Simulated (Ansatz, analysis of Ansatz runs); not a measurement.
# Y4S3N2 (C2/m), nudged elastic band: V_N hop (3.0 Å) (q = +3), part 3 of 3

Aim: the barrier of one jump in Y4S3N2 (C2/m) at charge +3: V_N hop (3.0 Å). The model is a cell of 108 host atoms with 1 N taken out; N is the atom that moves.

Ansatz 0.2.0; plane-wave PAW DFT, PBEsol; nudged elastic band between two relaxed defect structures at fixed charge in a uniform background.

So far: Set-up; Relaxation of the start point, charge +3; Relaxation of the end point, charge +3.

**4. Nudged elastic band, charge +3**

3 movable images are laid between the ends on a pair-potential path, which keeps atoms from colliding in the first guess. Each image feels the true force across the path and a spring force along it. The highest image is set to climb to the top of the path.

This step: plane-wave PAW DFT, PBEsol; nudged elastic band between two relaxed defect structures at fixed charge in a uniform background.

qp3_c108k1s.neb/input.yaml

```yaml
crystal:
  lattice:
    - [0.0, -11.37446657, 0.0]
    - [-12.77813411, -3.79148886, 0.02476517]
    - [-0.65688509, -3.79148886, -15.28259504]
  atoms:
    - { symbol: "Y", position: [0.25385128, 0.06378526, 0.1747107] }
    - { symbol: "Y", position: [0.07917405, 0.43571752, 0.32642104] }
    - { symbol: "Y", position: [0.14572366, 0.13721378, 0.42692414] }
    - { symbol: "Y", position: [0.18665622, 0.36225015, 0.07546712] }
    - { symbol: S, position: [0.00075368, -0.0016058, -0.00034687] }
    - { symbol: S, position: [0.05739162, 0.21724871, 0.10867245] }
    - { symbol: S, position: [0.27480135, 0.2842603, 0.39555631] }
    - { symbol: "N", position: [0.21509134, 0.03606093, 0.31956101] }
    - { symbol: "N", position: [0.11823989, 0.46467236, 0.18255634] }
    - { symbol: "Y", position: [0.25144698, 0.06702254, 0.67701146] }
    - { symbol: "Y", position: [0.08006249, 0.43187209, 0.82583568] }
    - { symbol: "Y", position: [0.14508148, 0.134647, 0.92950763] }
    - { symbol: "Y", position: [0.18630817, 0.36573134, 0.57303865] }
    - { symbol: S, position: [0.00145433, 0.00151077, 0.50034579] }
    - { symbol: S, position: [0.05673442, 0.22065644, 0.6096389] }
    - { symbol: S, position: [0.27524657, 0.28143114, 0.89411398] }
    - { symbol: "N", position: [0.21452963, 0.03646103, 0.82010994] }
    - { symbol: "N", position: [0.11563011, 0.46855769, 0.68155462] }
    - { symbol: "Y", position: [0.25150869, 0.56648613, 0.17771537] }
    - { symbol: "Y", position: [0.08264343, 0.9333475, 0.32327346] }
    - { symbol: "Y", position: [0.14385975, 0.63777059, 0.42997951] }
    - { symbol: "Y", position: [0.1890402, 0.86266339, 0.07095095] }
    - { symbol: S, position: [0.00288691, 0.49925193, -0.00092453] }
    - { symbol: S, position: [0.06067008, 0.71538612, 0.10378125] }
    - { symbol: S, position: [0.27496087, 0.78167811, 0.39445424] }
    - { symbol: "N", position: [0.2151178, 0.53710405, 0.32261108] }
    - { symbol: "N", position: [0.11998133, 0.96181195, 0.17978446] }
    - { symbol: "Y", position: [0.22512118, 0.58101657, 0.67726995] }
    - { symbol: "Y", position: [0.08046971, 0.93503466, 0.82460012] }
    - { symbol: "Y", position: [0.14500874, 0.63760715, 0.92672134] }
    - { symbol: "Y", position: [0.18872508, 0.8662844, 0.57234637] }
    - { symbol: S, position: [-0.001519, 0.50228636, 0.50210921] }
    - { symbol: S, position: [0.05175884, 0.72328933, 0.60995966] }
    - { symbol: S, position: [0.27673853, 0.78054998, 0.88987138] }
    - { symbol: "N", position: [0.2274505, 0.53274324, 0.81496162] }
    - { symbol: "N", position: [0.11875722, 0.96544845, 0.68021233] }
    - { symbol: "Y", position: [0.58742378, 0.06281804, 0.17407464] }
    - { symbol: "Y", position: [0.4121946, 0.43607003, 0.3236153] }
    - { symbol: "Y", position: [0.47732248, 0.13155887, 0.42565157] }
    - { symbol: "Y", position: [0.52196268, 0.36174243, 0.07449132] }
    - { symbol: S, position: [0.33391948, -0.00156294, -0.00037939] }
    - { symbol: S, position: [0.39132569, 0.21707108, 0.10908449] }
    - { symbol: S, position: [0.61427827, 0.27574191, 0.38216662] }
    - { symbol: "N", position: [0.54839189, 0.03394714, 0.31846379] }
    - { symbol: "N", position: [0.45061187, 0.46433754, 0.18135343] }
    - { symbol: "Y", position: [0.58471034, 0.06721421, 0.67721421] }
    - { symbol: "Y", position: [0.40799046, 0.43203295, 0.84435089] }
    - { symbol: "Y", position: [0.47898875, 0.13366823, 0.92983921] }
    - { symbol: "Y", position: [0.53888823, 0.34504563, 0.53877674] }
    - { symbol: S, position: [0.33240724, 0.00080867, 0.5004008] }
    - { symbol: S, position: [0.39221114, 0.22499082, 0.61032519] }
    - { symbol: S, position: [0.60843105, 0.28121096, 0.89372347] }
    - { symbol: "N", position: [0.54795253, 0.03594472, 0.82019502] }
    - { symbol: "Y", position: [0.58646206, 0.56524179, 0.17558804] }
    - { symbol: "Y", position: [0.41344783, 0.93317465, 0.32310049] }
    - { symbol: "Y", position: [0.47872336, 0.63723578, 0.42844103] }
    - { symbol: "Y", position: [0.52193297, 0.86244306, 0.07092195] }
    - { symbol: S, position: [0.33211758, 0.50121954, 0.00255144] }
    - { symbol: S, position: [0.39337059, 0.71506233, 0.10385744] }
    - { symbol: S, position: [0.6079287, 0.7820164, 0.39449086] }
    - { symbol: "N", position: [0.54827126, 0.53504548, 0.32139083] }
    - { symbol: "N", position: [0.45249046, 0.9616034, 0.17950548] }
    - { symbol: "Y", position: [0.60290887, 0.58094007, 0.6771607] }
    - { symbol: "Y", position: [0.41334387, 0.93521856, 0.8243916] }
    - { symbol: "Y", position: [0.47916967, 0.63759098, 0.92667998] }
    - { symbol: "Y", position: [0.51898039, 0.86695153, 0.57220506] }
    - { symbol: S, position: [0.33683991, 0.49993785, 0.51021772] }
    - { symbol: S, position: [0.39201761, 0.71232434, 0.61226568] }
    - { symbol: S, position: [0.61113316, 0.77919427, 0.88738581] }
    - { symbol: "N", position: [0.54100455, 0.53274637, 0.81493813] }
    - { symbol: "N", position: [0.45087549, 0.96632555, 0.67992541] }
    - { symbol: "Y", position: [0.92128891, 0.06309568, 0.17440147] }
    - { symbol: "Y", position: [0.74909734, 0.43580618, 0.32240407] }
    - { symbol: "Y", position: [0.8180203, 0.13159865, 0.42608004] }
    - { symbol: "Y", position: [0.85522642, 0.36292861, 0.07156447] }
    - { symbol: S, position: [0.66798598, -0.00242958, -0.00072833] }
    - { symbol: S, position: [0.72537811, 0.21694568, 0.1085407] }
    - { symbol: S, position: [0.9394077, 0.28396051, 0.3951695] }
    - { symbol: "N", position: [0.88316743, 0.0339877, 0.3189054] }
    - { symbol: "N", position: [0.7858684, 0.46415689, 0.17981239] }
    - { symbol: "Y", position: [0.91998446, 0.0670896, 0.67693605] }
    - { symbol: "Y", position: [0.74852983, 0.43184823, 0.82578444] }
    - { symbol: "Y", position: [0.81277776, 0.13434086, 0.92932135] }
    - { symbol: "Y", position: [0.85460482, 0.3656281, 0.57303397] }
    - { symbol: S, position: [0.66486938, 0.00250467, 0.49954466] }
    - { symbol: S, position: [0.71741313, 0.22517792, 0.61049938] }
    - { symbol: S, position: [0.94267526, 0.28135476, 0.89106138] }
    - { symbol: "N", position: [0.88163226, 0.03605507, 0.81998448] }
    - { symbol: "N", position: [0.78453292, 0.46849318, 0.68150876] }
    - { symbol: "Y", position: [0.9201069, 0.56584194, 0.17558854] }
    - { symbol: "Y", position: [0.7480091, 0.93306858, 0.32312751] }
    - { symbol: "Y", position: [0.81147167, 0.63760049, 0.42900198] }
    - { symbol: "Y", position: [0.85551681, 0.86248226, 0.0710497] }
    - { symbol: S, position: [0.66520976, 0.49918418, -0.00098084] }
    - { symbol: S, position: [0.72555263, 0.71638052, 0.10670901] }
    - { symbol: S, position: [0.9423333, 0.78131337, 0.39270796] }
    - { symbol: "N", position: [0.87884984, 0.53709244, 0.32143326] }
    - { symbol: "N", position: [0.78645749, 0.96171472, 0.17965044] }
    - { symbol: "Y", position: [0.91790789, 0.56805422, 0.67832704] }
    - { symbol: "Y", position: [0.74729775, 0.93507028, 0.82370236] }
    - { symbol: "Y", position: [0.81198036, 0.63528236, 0.92934178] }
    - { symbol: "Y", position: [0.85262851, 0.87100053, 0.57059038] }
    - { symbol: S, position: [0.6573701, 0.49968105, 0.50979635] }
    - { symbol: S, position: [0.72602096, 0.72328984, 0.60971635] }
    - { symbol: S, position: [0.94480401, 0.77923074, 0.88753912] }
    - { symbol: "N", position: [0.88193779, 0.53330672, 0.82120557] }
    - { symbol: "N", position: [0.78423387, 0.96802951, 0.67966383] }
total_charge: 3
basis:
  ecutwfc: 420
  xc_grid: 2
hamiltonian:
  xc: pbesol
kpoints:
  mp_grid: { grid: [1, 1, 1], shift: [0.25, 0.25, 0.25] }
scf:
  occupations: { method: fixed }
  max_iter: 100
output:
  forces: true
neb:
  images: 3
  f_tol: 0.04
  climbing: true
  initial_path: idpp
  max_iterations: 45
  order_check: false
  final_atoms:
    - { symbol: "Y", position: [0.25379359, 0.06623067, 0.17675466] }
    - { symbol: "Y", position: [0.08074951, 0.43406099, 0.32423416] }
    - { symbol: "Y", position: [0.14526195, 0.13701494, 0.42894155] }
    - { symbol: "Y", position: [0.18850605, 0.36206423, 0.07130745] }
    - { symbol: S, position: [0.00232671, -0.00310714, 0.00030293] }
    - { symbol: S, position: [0.05924904, 0.21732459, 0.10542858] }
    - { symbol: S, position: [0.27380321, 0.28443392, 0.39606125] }
    - { symbol: "N", position: [0.21469908, 0.03784213, 0.32039735] }
    - { symbol: "N", position: [0.11894945, 0.46419106, 0.17839746] }
    - { symbol: "Y", position: [0.25379901, 0.06423642, 0.67551773] }
    - { symbol: "Y", position: [0.06428552, 0.41850298, 0.8227115] }
    - { symbol: "Y", position: [0.14804491, 0.13238841, 0.92775245] }
    - { symbol: "Y", position: [0.18810009, 0.36181981, 0.57310786] }
    - { symbol: S, position: [-0.00081691, 0.00188443, 0.50058268] }
    - { symbol: S, position: [0.0560888, 0.22027431, 0.61238271] }
    - { symbol: S, position: [0.27520179, 0.28715628, 0.887525] }
    - { symbol: "N", position: [0.2162788, 0.03310446, 0.81993285] }
    - { symbol: "N", position: [0.12620948, 0.46671551, 0.68490779] }
    - { symbol: "Y", position: [0.25501904, 0.56317127, 0.17620451] }
    - { symbol: "Y", position: [0.07976104, 0.93666884, 0.32574932] }
    - { symbol: "Y", position: [0.14522078, 0.63767224, 0.42531174] }
    - { symbol: "Y", position: [0.18995253, 0.86782452, 0.07421084] }
    - { symbol: S, position: [0.00985825, 0.49976027, -0.01003737] }
    - { symbol: S, position: [0.05292603, 0.72360441, 0.11777589] }
    - { symbol: S, position: [0.275859, 0.78236103, 0.39073412] }
    - { symbol: "N", position: [0.21656755, 0.53496934, 0.31849189] }
    - { symbol: "N", position: [0.11887189, 0.9655013, 0.18137083] }
    - { symbol: "Y", position: [0.25917558, 0.56741195, 0.65553092] }
    - { symbol: "Y", position: [0.08245063, 0.93220739, 0.82266867] }
    - { symbol: "Y", position: [0.12822701, 0.65449217, 0.96109894] }
    - { symbol: "Y", position: [0.18818988, 0.86584614, 0.56999137] }
    - { symbol: S, position: [0.00204192, 0.50012559, 0.50087644] }
    - { symbol: S, position: [0.05880003, 0.71823863, 0.60605265] }
    - { symbol: S, position: [0.27495789, 0.77450464, 0.88959807] }
    - { symbol: "N", position: [0.43963565, 0.46674639, 0.68492382] }
    - { symbol: "N", position: [0.11923168, 0.96350183, 0.67966556] }
    - { symbol: "Y", position: [0.58451287, 0.0660465, 0.17652678] }
    - { symbol: "Y", position: [0.41570978, 0.43289319, 0.32205389] }
    - { symbol: "Y", position: [0.47816343, 0.13679717, 0.42886406] }
    - { symbol: "Y", position: [0.5234283, 0.36147777, 0.06986635] }
    - { symbol: S, position: [0.33477722, -0.0013374, -0.00058846] }
    - { symbol: S, position: [0.39223177, 0.21767398, 0.10542865] }
    - { symbol: S, position: [0.60641984, 0.28413277, 0.39618337] }
    - { symbol: "N", position: [0.547145, 0.03766174, 0.32009619] }
    - { symbol: "N", position: [0.45209955, 0.46222918, 0.17718438] }
    - { symbol: "Y", position: [0.58674349, 0.06437381, 0.67533191] }
    - { symbol: "Y", position: [0.44203773, 0.41847066, 0.82262297] }
    - { symbol: "Y", position: [0.47849773, 0.13308529, 0.92758338] }
    - { symbol: "Y", position: [0.52222621, 0.36182002, 0.57312689] }
    - { symbol: S, position: [0.33327504, 0.00103322, 0.50026185] }
    - { symbol: S, position: [0.39049128, 0.21892606, 0.60993403] }
    - { symbol: S, position: [0.61543365, 0.27621083, 0.88987789] }
    - { symbol: "N", position: [0.54848324, 0.03395382, 0.8196365] }
    - { symbol: "Y", position: [0.58809823, 0.56363014, 0.17338313] }
    - { symbol: "Y", position: [0.41332902, 0.93567082, 0.32514545] }
    - { symbol: "Y", position: [0.48054678, 0.63716264, 0.42436335] }
    - { symbol: "Y", position: [0.52144694, 0.86208135, 0.07298285] }
    - { symbol: S, position: [0.33029518, 0.4995558, -0.01040167] }
    - { symbol: S, position: [0.39239855, 0.7150274, 0.10431183] }
    - { symbol: S, position: [0.60983432, 0.78216623, 0.39117648] }
    - { symbol: "N", position: [0.5489966, 0.53467011, 0.31729808] }
    - { symbol: "N", position: [0.45211128, 0.96332099, 0.18027735] }
    - { symbol: "Y", position: [0.58711353, 0.56765258, 0.6739906] }
    - { symbol: "Y", position: [0.41571458, 0.93240914, 0.82287312] }
    - { symbol: "Y", position: [0.48085998, 0.63373835, 0.92681788] }
    - { symbol: "Y", position: [0.5220925, 0.86487575, 0.57032462] }
    - { symbol: S, position: [0.33508847, 0.49829723, 0.49724677] }
    - { symbol: S, position: [0.39190631, 0.71804115, 0.6057102] }
    - { symbol: S, position: [0.61042977, 0.77879282, 0.89024234] }
    - { symbol: "N", position: [0.55158286, 0.53093289, 0.81827486] }
    - { symbol: "N", position: [0.45264241, 0.96300222, 0.67975465] }
    - { symbol: "Y", position: [0.91920378, 0.06632913, 0.17669477] }
    - { symbol: "Y", position: [0.74714899, 0.43352445, 0.32420792] }
    - { symbol: "Y", position: [0.81163358, 0.13699715, 0.42879287] }
    - { symbol: "Y", position: [0.85576083, 0.36165202, 0.07083931] }
    - { symbol: S, position: [0.66572887, -0.00211931, -0.00051824] }
    - { symbol: S, position: [0.72490076, 0.21799141, 0.1071746] }
    - { symbol: S, position: [0.9415969, 0.28308972, 0.39318819] }
    - { symbol: "N", position: [0.88065873, 0.03778205, 0.32024367] }
    - { symbol: "N", position: [0.78846057, 0.46221569, 0.1783642] }
    - { symbol: "Y", position: [0.91987688, 0.06432905, 0.67620971] }
    - { symbol: "Y", position: [0.74926073, 0.43147185, 0.82153054] }
    - { symbol: "Y", position: [0.81452142, 0.12838513, 0.929333] }
    - { symbol: "Y", position: [0.8552145, 0.36419582, 0.57053442] }
    - { symbol: S, position: [0.66642563, 0.00102918, 0.50022483] }
    - { symbol: S, position: [0.72236461, 0.22029936, 0.61236681] }
    - { symbol: S, position: [0.94112107, 0.27617016, 0.89009569] }
    - { symbol: "N", position: [0.88298788, 0.03136884, 0.82021239] }
    - { symbol: "N", position: [0.78516122, 0.46632866, 0.67863981] }
    - { symbol: "Y", position: [0.91817025, 0.56344944, 0.17740111] }
    - { symbol: "Y", position: [0.74585818, 0.93640599, 0.32539375] }
    - { symbol: "Y", position: [0.81200483, 0.63649338, 0.42822537] }
    - { symbol: "Y", position: [0.84914192, 0.86776492, 0.07376304] }
    - { symbol: S, position: [0.66868032, 0.49717064, -0.00225308] }
    - { symbol: S, position: [0.72781531, 0.71530949, 0.10471112] }
    - { symbol: S, position: [0.94177989, 0.78249072, 0.39130109] }
    - { symbol: "N", position: [0.88136858, 0.53516307, 0.32002662] }
    - { symbol: "N", position: [0.78398909, 0.96542059, 0.18090915] }
    - { symbol: "Y", position: [0.91863424, 0.56767522, 0.67404544] }
    - { symbol: "Y", position: [0.74724764, 0.93230355, 0.82295652] }
    - { symbol: "Y", position: [0.81253848, 0.63380537, 0.9268357] }
    - { symbol: "Y", position: [0.85441338, 0.86515918, 0.57048485] }
    - { symbol: S, position: [0.66431687, 0.50007451, 0.50082194] }
    - { symbol: S, position: [0.72454971, 0.71803189, 0.60869523] }
    - { symbol: S, position: [0.94976688, 0.77429473, 0.88934356] }
    - { symbol: "N", position: [0.88264469, 0.53099703, 0.81832984] }
    - { symbol: "N", position: [0.78556386, 0.9633634, 0.67986175] }
```

On the command line:

```bash
> ansatz run input.yaml --threads 32 --pin off --max-ram 84787MiB --backend cuda --events-out ev --progress --plain --runs-dir out --max-vram 78GiB
```

Numbers of over 12 decimals in the logs are rounded to 6 here.

What it wrote:

```text
Warning: neb: disabling space-group detection — the band's intermediate images generally break the endpoint symmetry, so the full k-mesh is solved, and no spatial operation symmetrises the density, ex [...]
[...]
Crystal: 107 atoms, lattice volume = 2221.426 Å³
Basis set: ecut = 420 eV, 43387 PW (Γ), exchange–correlation on 160×180×216 points (8 copies of the dense FFT grid, shifted against one another)
Bands: 535, of which v1, the nominal top of the filled ones, is band 428 counted from 1 (427 counted from 0)
[...]
SCF iter   1: F=—  HF=-222969.502789 eV  |F-HF|=—  |Δ(HF+E_count)|=         —  Δρ=6.34e-3  dr2=1.95e0  ethr=1.77e-3  ⟨swp⟩=4.0  Hψ=1712  notcnv=0  defer=102
[...]
SCF iter   2: F=—  HF=-222969.029737 eV  |F-HF|=—  |Δ(HF+E_count)|=   4.73e-1  Δρ=2.37e-3  dr2=2.57e-1  ethr=2.28e-4  ⟨swp⟩=3.0  Hψ=771  notcnv=0  defer=105
[...]
SCF iter  11: F=-222968.975111 eV  HF=-222968.975111 eV  |F-HF|=1.39e-8  |Δ(HF+E_count)|=   1.56e-8  Δρ=1.47e-6  dr2=6.57e-8  ethr=1.17e-11  ⟨swp⟩=2.0  Hψ=1619  notcnv=0
SCF 1 converged in 11 iterations: F = -222968.975111 eV  dr2 = 6.57e-8
[...]
SCF 10 converged in 10 iterations: F = -222967.025197 eV  dr2 = 4.08e-8
[...]
SCF 11 converged in 11 iterations: F = -222968.045897 eV  dr2 = 8.81e-9
[...]
SCF 20 converged in 7 iterations: F = -222968.130347 eV  dr2 = 1.49e-8
[...]
SCF converged after 7 iterations
[...]
```

The job ended after 19 s (1 × NVIDIA GB200 with 32 threads of Arm Neoverse V2, shared host; peak memory 3.3 GiB).

Reading the cycles: dr2 is the Hartree energy of the density residual (eV), the measure of convergence; HF is the Harris–Foulkes estimate of the energy, which meets the free energy F at convergence.

The path, image by image:

```tsv
image	path (Å)	energy (eV)	N35: x, y, z (Å)
0	0.000	0.0000	-7.343, -7.697, -12.442
1	0.916	0.9160	-7.069, -7.996, -12.003
2	1.832	1.9310	-6.748, -8.466, -11.414
3	2.710	0.8450	-6.530, -8.967, -10.860
4	3.589	0.0000	-6.414, -9.367, -10.456
```

Numbers from this step:

* free energy: -222967.0439 eV
* barrier forward: 1.931 eV
* barrier backward: 1.931 eV
* end less start: 4.68e-5 eV
* hop length: 2.756 Å

Track of the atom that was set to move:

```tsv
image	x (Å)	y (Å)	z (Å)	nearest neighbour	distance (Å)
0	-7.343	-7.697	-12.44	Y	2.201
1	-7.069	-7.996	-12	Y	2.13
2	-6.748	-8.466	-11.41	Y	2.076
3	-6.53	-8.967	-10.86	Y	2.136
4	-6.414	-9.367	-10.46	Y	2.201
```

The band met its tolerance of 0.04 eV/Å after 6 iterations, with image 2 on top (the start counts as 0). N35, which moves farthest between the ends, has 4 Y at 2.20 to 2.40 Å nearest at the start and 2 Y at 2.08 Å at the top.

**5. Outcome**

| Item | Value |
| --- | --- |
| barrier forward | 1.93 eV |
| barrier backward | 1.93 eV |
| end less start | 0.00 eV |
| hop length | 2.76 Å |
| band iterations, as the log counts them | 6 |

The top of the band lies 1.93 eV above the start and 1.93 eV above the end, which are alike in energy and neighbours. With an assumed prefactor of 1e13 per second it gives one hop a second along this one path at about 750 K; whether such hops link up through the crystal wasn't checked. At the top N35 stands 2.08 Å from its nearest Y, 0.13 Å closer than at the start. The order of the top as a saddle was not checked for all atoms, so a bent path could be lower. No image-charge correction is applied; it largely cancels along a path if the charge stays localised alike. What this leaves open: one k-point off the zone centre stands for the whole zone.

[Logs are printed without paths, hosts, clocks, repeated set-up lines and the standing remarks that a program may print on its own settings, such as how far it seeks lower states.]

[Hosts, paths, dates, database ids (printed as entryN), source tags and the programs' standing remarks are cut or masked in the printed files.]
